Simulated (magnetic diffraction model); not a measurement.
## Li2FeAgF6: the ordered moment from one line

Space group R-3m (no. 166), a = 5.2280 Å, c = 25.5500 Å.

```csv
site,atom,x,y,z
6c,Ag,2/3,1/3,0.9302
3a,Fe,0,0,0
3b,Fe,2/3,1/3,5/6
18h,F,0.5240,0.0481,0.8717
18h,F,0.4767,0.9535,0.7036
6c,Li,0,0,0.7164
6c,Li,0,0,0.8721
```

The compound is invented for this exercise: a known structure type with other elements, its cell scaled to their sizes and not relaxed.

Only Fe is taken to order (form factors of Fe3+); orders and moment sizes are assumed, and not adapted to the symmetry. Radiation: neutrons of λ = 1.8 Å, 8° to 50°; isotropic B of 0.45 Å² (Ag), 0.55 Å² (Fe), 0.56 Å² (F) and 0.7 Å² (Li). The intensities are simulated: I ∝ L Σ (|F_N|² + |F_M⊥|²) for unpolarised neutrons, with F_M = 2.695 fm/μB × Σ f(s) S exp(2πi Q·r) exp(−B s²) at Q = H ± k (one set where k and −k are equivalent), only the part normal to Q counting and L = 1/(sin²θ cos θ). For collinear order S is the moment m, which repeats by lattice and centring translations R with the sign exp(−2πi k·R). Form factors are spin-only for 3d ions and dipole or tabulated for f ions, scattering lengths are Sears's of 1992, and absorption is left out. A label names one of the reflections at its angle. The strongest nuclear line in the range is 100, and lines under 0.2 are left out.

In a first state the assumed order is k = (0 0 0), collinear moments along [100], 4.11 μB on Fe; signs + at (0, 0, 0), − at (2/3, 1/3, 5/6), with this pattern:

```
2θ (°)     index  nuclear  magnetic
 12.13   (0 0 3)      1.0      27.6
 23.29   (1 0 1)     10.8      10.1
 24.35   (0 1 2)    100.0       0.0
 24.40   (0 0 6)      5.7       0.0
 28.20   (1 0 4)     20.7       0.0
 30.80   (0 1 5)     26.2       7.1
 36.93   (1 0 7)      4.0       4.8
 36.97   (0 0 9)      0.1       2.0
 40.28   (1 1 0)      0.4       0.0
 40.35   (0 1 8)      1.9       0.0
 42.22   (1 1 3)      0.3       4.4
 47.05   (0 2 1)      0.0       1.5
 47.66   (1 1 6)      1.1       0.0
 47.72  (1 0 10)      1.9       0.0
 49.90   (0 2 4)      0.6       0.0
```

**Question.** Nearer the ordering temperature the line at 12.13° has total intensity 20.9 on the same scale, and all moments have shrunk alike. How large is the Fe moment?

The nuclear part, 1.0, stays, so the magnetic part is 19.9 against 27.6. It goes as m², so m = 4.11 × √(19.9/27.6) = 3.49 μB; the value used was 3.49 μB.

[Logs are printed without paths, hosts, clocks, repeated set-up lines and the standing remarks that a program may print on its own settings, such as how far it seeks lower states.]
